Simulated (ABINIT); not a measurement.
## LiCNO (R3m): a self-consistent loop beyond G0W0, cycle by cycle

Wanted: G0W0 and self-consistent gaps of LiCNO (R3m), with the cost of the cycles.

Main program and level: ABINIT 10.8.3; PBEsol and many-body steps on it, plane waves.

## 1. Starting point

The structure is trigonal, space group R3m (No. 160). The conventional cell has a = 3.288 Å, b = 3.288 Å, c = 14.286 Å, α = 90.00°, β = 90.00°, γ = 120.00°. Li has 3 N at 2.18 Å and 3 O at 2.28 Å nearest. Nearest to C lie 1 N at 1.19 Å and 1 O at 1.23 Å. Nearest to N lie 1 C at 1.19 Å and 3 Li at 2.18 Å. O has 1 C at 1.23 Å and 3 Li at 2.28 Å nearest. Farther neighbours and most contacts between anions are not listed.

The cell and positions are those that the Materials Project relaxed with its own functionals (PBE, PBE+U or r2SCAN), kept fixed.

## 2. Empty states on the mesh, 4×4×4 mesh, 69 bands

This step: ABINIT 10.8.3; DFT, PBEsol, plane waves, norm-conserving pseudopotentials.

The sums over transitions need many empty states on a uniform mesh; this step solves for them.

Contents of run.abi:

```
acell 3*1.0 Angstrom
rprim 
  1.643988180588 0.949157018607 4.762053928800
  -1.643988180588 0.949157018607 4.762053928800
  -0.000000000000 -1.898314037214 4.762053928800
ntypat 4
znucl 3 6 7 8
natom 4
typat 1 2 3 4
xred 
  0.005259000000 0.005259000000 0.005259000000
  0.497462000000 0.497462000000 0.497462000000
  0.413960000000 0.413960000000 0.413960000000
  0.583333333333 0.583333333333 0.583333333333
pp_dirpath "pseudos"
pseudos "Li.upf, C.upf, N.upf, O.upf"
ecut 37
ngkpt 4 4 4
nshiftk 1
shiftk 0 0 0
kptopt 1
chksymbreak 0
iscf -2
irdden 1
istwfk *1
nband 69
nbdbuf 6
tolwfr 1e-09
nstep 60
prtvol 0
indata_prefix "in"
outdata_prefix "out"
tmpdata_prefix "tmp"
```

Run with:

```bash
OMP_NUM_THREADS=1 mpirun -n 4 abinit run.abi > log
```

Numbers of over 12 decimals in the logs are rounded to 6 here.

Log:

```text
.Version 10.8.3 of ABINIT. v10.8.2 released Aug 2026.

 Symmetries : space group R3 m (#160); Bravais hR (rhombohedral)
[... echo of the input left out ...]
== DATASET  1 ==================================================================
-   mpi_nproc: 4, omp_nthreads: 1 (-1 if OMP is not activated)

--- !DatasetInfo
iteration_state: {dtset: 1, }
dimensions: {natom: 4, nkpt: 13, mband: 69, nsppol: 1, nspinor: 1, nspden: 1, mpw: 3276, }
cutoff_energies: {ecut:  37.0, pawecutdg:  -1.0, }
[...]
1.91600    1.91600    1.93297    1.96744    1.97636    1.97636    2.02693    2.02693
   2.07983    2.09928    2.11503    2.11503    2.13481    2.16393    2.19994    2.19994
   2.25626    2.45663    2.45815    2.47453    2.48221
 prteigrs : prtvol=0 or 1, do not print more k-points.

== END DATASET(S) ==============================================================
================================================================================

 -outvars: echo values of variables after computation  --------
            nband          69
             nkpt          13
          spgroup         160
 [... the other variables as echoed above ...]

 Calculation completed.
```

Wall time 29 s (4 MPI ranks of Arm Neoverse V1, shared host); peak memory 0.34 GiB.

This step gave:

```
gap                                                           : 4.664 eV
k of the valence top                                          : 0.5, 0.5, 0.5
k of the conduction bottom                                    : 0, 0, 0
least direct gap                                              : 4.820 eV
k points computed                                             : 13
lowest point of the top converged band, above the valence top : 58.9995 eV
```

On this mesh the gap is 4.664 eV.

The density comes from a self-consistent run that is not shown.

## 3. Screening, 4×4×4 mesh, 63 bands, screening to 130.6 eV

The RPA dielectric matrix is built and inverted for each q.

This step: RPA screening on PBEsol, plane waves, norm-conserving pseudopotentials.

Changes to run.abi since step 2:

```diff
@@ -22,10 +22,11 @@
 chksymbreak 0
-iscf -2
-irdden 1
 istwfk *1
-nband 69
-nbdbuf 6
-tolwfr 1e-09
-nstep 60
-prtvol 0
+occopt 1
+irdwfk 1
+optdriver 3
+nband 63
+ecuteps 4.8
+inclvkb 2
+awtr 1
+symchi 1
 indata_prefix "in"
```

Log:

```text
.Version 10.8.3 of ABINIT. v10.8.2 released Aug 2026.

 Symmetries : space group R3 m (#160); Bravais hR (rhombohedral)
[... echo of the input left out ...]
== DATASET  1 ==================================================================
-   mpi_nproc: 4, omp_nthreads: 1 (-1 if OMP is not activated)

--- !DatasetInfo
iteration_state: {dtset: 1, }
dimensions: {natom: 4, nkpt: 13, mband: 63, nsppol: 1, nspinor: 1, nspden: 1, mpw: 3276, }
cutoff_energies: {ecut:  37.0, pawecutdg:  -1.0, }
electrons: {nelect:   1.80000000E+01, charge:   0.00000000E+00, occopt:   1.00000000E+00, tsmear:   1.00000000E-02, }

 SCREENING: Calculation of the susceptibility and dielectric matrices

 Based on a program developped by R.W. Godby, V. Olevano, G. Onida, and L. Reining.
 Incorporated in ABINIT by V. Olevano, G.-M. Rignanese, and M. Torrent.
.Using double precision arithmetic ; gwpc =  8

[... cell and pseudopotentials left out ...]
--------------------------------------------------------------------------------

 ==== K-mesh for the wavefunctions ====
 Number of points in the irreducible wedge :    13
[... list of points left out ...]
 Together with  6 symmetry operations and time-reversal symmetry
 yields    64 points in the full Brillouin Zone.

 ==== Q-mesh for the screening function ====
 Number of points in the irreducible wedge :    13
[... list of points left out ...]
 Together with  6 symmetry operations and time-reversal symmetry
 yields    64 points in the full Brillouin Zone.

 setmesh: FFT mesh size selected  =    40x   40x   40
          total number of points  =        64000

 vcoul_init : cutoff-mode = AUXILIARY_FUNCTION
 q-points for optical limit:   1
     1)      0.000010    0.000020    0.000030

- screening: taking advantage of time-reversal symmetry
- Maximum band index for partially occupied states nbvw = 9
- Remaining bands to be divided among processors   nbcw = 54
- Number of bands treated by each node ~13

 Number of electrons calculated from density =   18.0000; Expected =   18.0000
 average of density, n =  0.059826
 r_s =    1.5861
 omega_plasma =   23.5940 [eV]

 calculating chi0 at frequencies [eV] :
  1    0.000000E+00    0.000000E+00
  2    0.000000E+00    2.359404E+01

--------------------------------------------------------------------------------
  q-point number  1        q = ( 0.000000, 0.000000, 0.000000) [r.l.u.]
--------------------------------------------------------------------------------
[... chi0 elements left out ...]
 For q-point:  0.000010 0.000020 0.000030
  dielectric constant =   2.3905
  dielectric constant without local fields =   3.0743

  Average fulfillment of the sum rule on Im[epsilon] for q-point    1 :     61.51  [%]
[... wings left out ...]
  q-point number  2        q = ( 0.250000, 0.000000, 0.000000) [r.l.u.]
--------------------------------------------------------------------------------
[... chi0 elements left out ...]
  Average fulfillment of the sum rule on Im[epsilon] for q-point    2 :     70.66  [%]

 [... 11 further q-points ...]
```

Wall time 59 s (4 MPI ranks); peak memory 1.6 GiB; 3.9 min of CPU time.

This step gave:

| Item | Value |
| --- | --- |
| ε∞ with local fields, on this mesh, along the program's q direction | 2.390 |
| the same without local fields | 3.074 |
| plasma frequency | 23.59 eV |
| plane waves in the screening matrix | 147 |

Local fields lower ε∞ by 22 %.

## 4. G0W0

The self-energy is evaluated for the states that the input lists, and the levels follow from it, in one-shot runs by the linearised quasiparticle equation.

This step: G0W0 on PBEsol, plane waves, norm-conserving pseudopotentials.

Changes to run.abi since step 3:

```diff
@@ -25,8 +25,17 @@
 irdwfk 1
-optdriver 3
+optdriver 4
 nband 63
+gwcalctyp 0
+ecutsigx 37
+symsigma 1
+nkptgw 2
+kptgw 
+  0.5000000000 0.5000000000 0.5000000000
+  0.0000000000 0.0000000000 0.0000000000
+bdgw 
+  8 12
+  8 12
 ecuteps 4.8
-inclvkb 2
-awtr 1
-symchi 1
+irdscr 1
+ppmodel 1
 indata_prefix "in"
```

Log:

```text
.Version 10.8.3 of ABINIT. v10.8.2 released Aug 2026.

 Symmetries : space group R3 m (#160); Bravais hR (rhombohedral)
[... echo of the input left out ...]
== DATASET  1 ==================================================================
-   mpi_nproc: 4, omp_nthreads: 1 (-1 if OMP is not activated)

--- !DatasetInfo
iteration_state: {dtset: 1, }
dimensions: {natom: 4, nkpt: 13, mband: 63, nsppol: 1, nspinor: 1, nspden: 1, mpw: 3276, }
cutoff_energies: {ecut:  37.0, pawecutdg:  -1.0, }
electrons: {nelect:   1.80000000E+01, charge:   0.00000000E+00, occopt:   1.00000000E+00, tsmear:   1.00000000E-02, }

 SIGMA: Calculation of the GW corrections

 Based on a program developped by R.W. Godby, V. Olevano, G. Onida, and L. Reining.
 Incorporated in ABINIT by V. Olevano, G.-M. Rignanese, and M. Torrent.
.Using double precision arithmetic ; gwpc =  8

[... cell and pseudopotentials left out ...]
--------------------------------------------------------------------------------

 ==== K-mesh for the wavefunctions ====
 Number of points in the irreducible wedge :    13
[... list of points left out ...]
 Together with  6 symmetry operations and time-reversal symmetry
 yields    64 points in the full Brillouin Zone.

 ==== Q-mesh for screening function ====
 Number of points in the irreducible wedge :    13
[... list of points left out ...]
 Together with  6 symmetry operations and time-reversal symmetry
 yields    64 points in the full Brillouin Zone.

 vcoul_init : cutoff-mode = AUXILIARY_FUNCTION
 q-points for optical limit:   1
     1)      0.000010    0.000020    0.000030
 setmesh: FFT mesh size selected  =    54x   54x   54
          total number of points  =       157464

 Number of electrons calculated from density =   18.0000; Expected =   18.0000
 average of density, n =  0.059826
 r_s =    1.5861
 omega_plasma =   23.5940 [eV]

 === KS Band Gaps ===
  >>>> For spin  1
   Minimum direct gap =   4.8204 [eV], located at k-point      :   0.0000  0.0000  0.0000
   Fundamental gap    =   4.6643 [eV], Top of valence bands at :   0.5000  0.5000  0.5000
                                       Bottom of conduction at :   0.0000  0.0000  0.0000
 SIGMA fundamental parameters:
 PLASMON POLE MODEL  1
 number of plane-waves for SigmaX                 3259
 number of plane-waves for SigmaC and W            147
 number of plane-waves for wavefunctions          3259
 number of bands                                    63
 number of independent spin polarizations            1
 number of spinorial components                      1
 number of k-points in IBZ                          13
 number of q-points in IBZ                          13
 number of symmetry operations                       6
 number of k-points in BZ                           64
 number of q-points in BZ                           64
 number of frequencies for dSigma/dE                 9
 frequency step for dSigma/dE [eV]                0.25
 number of omega for Sigma on real axis              0
 max omega for Sigma on real axis  [eV]           0.00
 zcut for avoiding poles [eV]                     0.10

 EPSILON^-1 parameters (SCR file):
 dimension of the eps^-1 matrix on file            147
 dimension of the eps^-1 matrix used               147
 number of plane-waves for wavefunctions          3259
 number of bands                                    63
 number of q-points in IBZ                          13
 number of frequencies                               2
 number of real frequencies                          1
 number of imag frequencies                          1

 matrix elements of self-energy operator (all in [eV])

 Perturbative Calculation

--- !SelfEnergy_ee
iteration_state: {dtset: 1, }
kpoint     : [   0.500,    0.500,    0.500, ]
spin       : 1
KS_gap     :    4.997
QP_gap     :    7.653
Delta_QP_KS:    2.657
data: !SigmaeeData |
     Band     E0 <VxcDFT>   SigX SigC(E0)      Z dSigC/dE  Sig(E)    E-E0       E
        8  -0.072 -17.881 -22.041   2.585   0.815  -0.227 -19.165  -1.283  -1.355
        9  -0.072 -17.881 -22.041   2.585   0.815  -0.227 -19.165  -1.283  -1.355
       10   4.925  -9.746  -5.044  -3.123   0.870  -0.149  -8.373   1.373   6.298
       11   7.610 -15.970  -9.345  -3.116   0.821  -0.218 -13.090   2.881  10.490
       12   7.610 -15.970  -9.345  -3.116   0.821  -0.218 -13.090   2.881  10.490

--- !SelfEnergy_ee
iteration_state: {dtset: 1, }
kpoint     : [   0.000,    0.000,    0.000, ]
spin       : 1
KS_gap     :    4.820
QP_gap     :    7.514
Delta_QP_KS:    2.694
data: !SigmaeeData |
     Band     E0 <VxcDFT>   SigX SigC(E0)      Z dSigC/dE  Sig(E)    E-E0       E
        8  -0.228 -17.700 -21.924   2.602   0.815  -0.227 -19.021  -1.322  -1.550
        9  -0.228 -17.700 -21.924   2.602   0.815  -0.227 -19.021  -1.322  -1.550
       10   4.593 -10.335  -5.608  -3.143   0.866  -0.155  -8.963   1.372   5.965
       11   7.799 -16.092  -9.352  -3.179   0.822  -0.217 -13.165   2.927  10.726
       12   7.799 -16.092  -9.352  -3.179   0.822  -0.217 -13.165   2.927  10.726

== END DATASET(S) ==============================================================
================================================================================

 -outvars: echo values of variables after computation  --------
           etotal      0.0000000000E+00
            nband          63
             nkpt          13
          spgroup         160
 [... the other variables as echoed above ...]

 Calculation completed.
```

Run time: 8.2 s. Hardware: 4 MPI ranks; peak memory 1.2 GiB.

This step gave:

| Property | Result |
| --- | --- |
| G0W0 gap on the points computed | 7.32 eV |
| starting gap on the mesh | 4.664 eV |
| k of the valence top | 0.5, 0.5, 0.5 |
| k of the conduction bottom | 0, 0, 0 |
| Z at the valence top | 0.815 |
| Z at the conduction bottom | 0.866 |
| least direct G0W0 gap on the computed points | 7.515 eV |

The gap on the mesh goes from 4.66 eV to 7.32 eV, a correction of +2.66 eV.

## 5. evGW0, cycle 1

This step: evGW0 on PBEsol, plane waves, norm-conserving pseudopotentials.

Changes to run.abi since step 4:

```diff
@@ -27,12 +27,34 @@
 nband 63
-gwcalctyp 0
+gwcalctyp 10
 ecutsigx 37
 symsigma 1
-nkptgw 2
+nkptgw 13
 kptgw 
+  0.0000000000 0.0000000000 0.0000000000
+  0.2500000000 0.0000000000 0.0000000000
+  0.5000000000 0.0000000000 0.0000000000
+  0.2500000000 0.2500000000 0.0000000000
+  0.5000000000 0.2500000000 0.0000000000
+  -0.2500000000 0.2500000000 0.0000000000
+  0.5000000000 0.5000000000 0.0000000000
+  0.2500000000 0.2500000000 0.2500000000
+  0.5000000000 0.2500000000 0.2500000000
+  -0.2500000000 0.2500000000 0.2500000000
+  0.5000000000 0.5000000000 0.2500000000
+  -0.2500000000 0.5000000000 0.2500000000
   0.5000000000 0.5000000000 0.5000000000
-  0.0000000000 0.0000000000 0.0000000000
 bdgw 
-  8 12
-  8 12
+  1 13
+  1 13
+  1 13
+  1 13
+  1 13
+  1 13
+  1 13
+  1 13
+  1 13
+  1 13
+  1 13
+  1 13
+  1 13
 ecuteps 4.8
```

Log:

```text
.Version 10.8.3 of ABINIT. v10.8.2 released Aug 2026.

 Symmetries : space group R3 m (#160); Bravais hR (rhombohedral)
[... echo of the input left out ...]
== DATASET  1 ==================================================================
-   mpi_nproc: 4, omp_nthreads: 1 (-1 if OMP is not activated)

--- !DatasetInfo
iteration_state: {dtset: 1, }
dimensions: {natom: 4, nkpt: 13, mband: 63, nsppol: 1, nspinor: 1, nspden: 1, mpw: 3276, }
cutoff_energies: {ecut:  37.0, pawecutdg:  -1.0, }
electrons: {nelect:   1.80000000E+01, charge:   0.00000000E+00, occopt:   1.00000000E+00, tsmear:   1.00000000E-02, }

 SIGMA: Calculation of the GW corrections

 Based on a program developped by R.W. Godby, V. Olevano, G. Onida, and L. Reining.
 Incorporated in ABINIT by V. Olevano, G.-M. Rignanese, and M. Torrent.
.Using double precision arithmetic ; gwpc =  8

[... cell and pseudopotentials left out ...]
--------------------------------------------------------------------------------

 ==== K-mesh for the wavefunctions ====
 Number of points in the irreducible wedge :    13
[... list of points left out ...]
 Together with  6 symmetry operations and time-reversal symmetry
 yields    64 points in the full Brillouin Zone.

 ==== Q-mesh for screening function ====
 Number of points in the irreducible wedge :    13
[... list of points left out ...]
 Together with  6 symmetry operations and time-reversal symmetry
 yields    64 points in the full Brillouin Zone.

 vcoul_init : cutoff-mode = AUXILIARY_FUNCTION
 q-points for optical limit:   1
     1)      0.000010    0.000020    0.000030
 setmesh: FFT mesh size selected  =    54x   54x   54
          total number of points  =       157464

 Number of electrons calculated from density =   18.0000; Expected =   18.0000
[...]
QP_gap     :   10.525
Delta_QP_KS:    3.818
data: !SigmaeeData |
     Band     E_DFT   <VxcDFT>   E(N-1)  <Hhartree>   SigX  SigC[E(N-1)]    Z     dSigC/dE  Sig[E(N)]  DeltaE  E(N)_pert E(N)_diago
[...]
--- !SelfEnergy_ee
iteration_state: {dtset: 1, }
kpoint     : [   0.500,    0.500,    0.500, ]
spin       : 1
KS_gap     :    4.997
QP_gap     :    7.653
Delta_QP_KS:    2.657
data: !SigmaeeData |
     Band     E_DFT   <VxcDFT>   E(N-1)  <Hhartree>   SigX  SigC[E(N-1)]    Z     dSigC/dE  Sig[E(N)]  DeltaE  E(N)_pert E(N)_diago
[...]
12     7.610   -15.970     7.610    23.580    -9.345    -3.116     0.821    -0.218   -13.090     2.881    10.490    11.119
       13     9.881   -11.053     9.881    20.934    -5.835    -3.518     0.845    -0.183    -9.616     1.437    11.318    11.581

 New Fermi energy :        8.324380E-02 Ha ,    2.265179E+00 eV
 New Exchange energy :    -8.700643E+00 Ha ,   -2.367566E+02 eV

 === QP Band Gaps ===
  >>>> For spin  1
   Minimum direct gap =   8.0269 [eV], located at k-point      :   0.0000  0.0000  0.0000
   Fundamental gap    =   7.8236 [eV], Top of valence bands at :   0.5000  0.5000  0.5000
                                       Bottom of conduction at :   0.0000  0.0000  0.0000

 writing QP data on file : out_QPS

 Convergence of QP corrections
 >>>>> For spin  1 <<<<<
.  kptgw no:  1; Maximum DeltaE = (  -8.715   0.000) for band index:  1
.  kptgw no:  2; Maximum DeltaE = (  -8.768   0.022) for band index:  1
.  kptgw no:  3; Maximum DeltaE = (  -8.889   0.004) for band index:  1
[...]
.  kptgw no: 12; Maximum DeltaE = (  -8.798   0.002) for band index:  1
.  kptgw no: 13; Maximum DeltaE = (  -8.749   0.006) for band index:  1

== END DATASET(S) ==============================================================
================================================================================

 -outvars: echo values of variables after computation  --------
           etotal      0.0000000000E+00
            nband          63
             nkpt          13
          spgroup         160
 [... the other variables as echoed above ...]

 Calculation completed.
```

Run time: 3.2 min. Hardware: 4 MPI ranks; peak memory 2.3 GiB; 13 min of CPU time.

Numbers from this step:

| Item | Value |
| --- | --- |
| quasiparticle gap on the mesh | 7.824 eV |
| gap of the density functional on the mesh | 4.664 eV |
| k of the valence top | 0.5, 0.5, 0.5 |
| k of the conduction bottom | 0, 0, 0 |
| Z at the valence top | 0.815 |
| Z at the conduction bottom | 0.866 |
| least direct quasiparticle gap on the computed points | 8.027 eV |

Against G0W0 in ABINIT (4×4×4 mesh, 63 bands, screening to 130.6 eV, Godby-Needs plasmon pole), the gap moves by +0.504 eV. This first cycle still uses the starting levels; it takes the full correction, at all points of the mesh, and its linearised value is 7.320 eV.

## 6. evGW0, cycle 2

The corrected levels of the last cycle go back in.

Changes to run.abi since step 5:

```diff
@@ -62,2 +62,3 @@
 ppmodel 1
+irdqps 1
 indata_prefix "in"
```

Log:

```text
.Version 10.8.3 of ABINIT. v10.8.2 released Aug 2026.

 Symmetries : space group R3 m (#160); Bravais hR (rhombohedral)
[... echo of the input left out ...]
== DATASET  1 ==================================================================
-   mpi_nproc: 4, omp_nthreads: 1 (-1 if OMP is not activated)

--- !DatasetInfo
iteration_state: {dtset: 1, }
dimensions: {natom: 4, nkpt: 13, mband: 63, nsppol: 1, nspinor: 1, nspden: 1, mpw: 3276, }
cutoff_energies: {ecut:  37.0, pawecutdg:  -1.0, }
[...]
.  kptgw no:  3; Maximum DeltaE = (  -0.350   0.001) for band index: 12
[...]
.  kptgw no: 12; Maximum DeltaE = (  -0.261   0.000) for band index: 11
.  kptgw no: 13; Maximum DeltaE = (  -0.343  -0.000) for band index: 11

== END DATASET(S) ==============================================================
================================================================================

 -outvars: echo values of variables after computation  --------
           etotal      0.0000000000E+00
            nband          63
             nkpt          13
          spgroup         160
 [... the other variables as echoed above ...]

 Calculation completed.
```

Run time: 3.2 min. Hardware: 4 MPI ranks; peak memory 2.3 GiB; 13 min of CPU time.

Numbers from this step:

* quasiparticle gap on the mesh: 7.645 eV
* gap of the density functional on the mesh: 4.664 eV
* k of the valence top: 0.5, 0.5, 0.5
* k of the conduction bottom: 0, 0, 0
* least direct quasiparticle gap on the computed points: 7.843 eV

Against the cycle before, the gap moves by −0.179 eV.

(Part 1 of 3 ends here.)

[Paths, hosts, dates, memory and timing lines, banners, echoed tables and standing remarks are left out of the program output.]

[Logs are printed without paths, hosts, clocks, repeated set-up lines and the standing remarks that a program may print on its own settings, such as how far it seeks lower states.]

[Runs of the session that timed out or met a known fault of the program may be left out.]

[Hosts, paths, dates, database ids (printed as entryN), source tags and the programs' standing remarks are cut or masked in the printed files.]

[G0W0 gaps are taken among the corrected bands and points alone; a level outside them can change the order at an edge.]

[Where Ansatz stands beside ABINIT at settings called matched, ABINIT's density can come from a denser mesh and the files from another edition; pairs whose starting gaps differed by over 0.03 eV were left out, so agreement reads better than it is.]
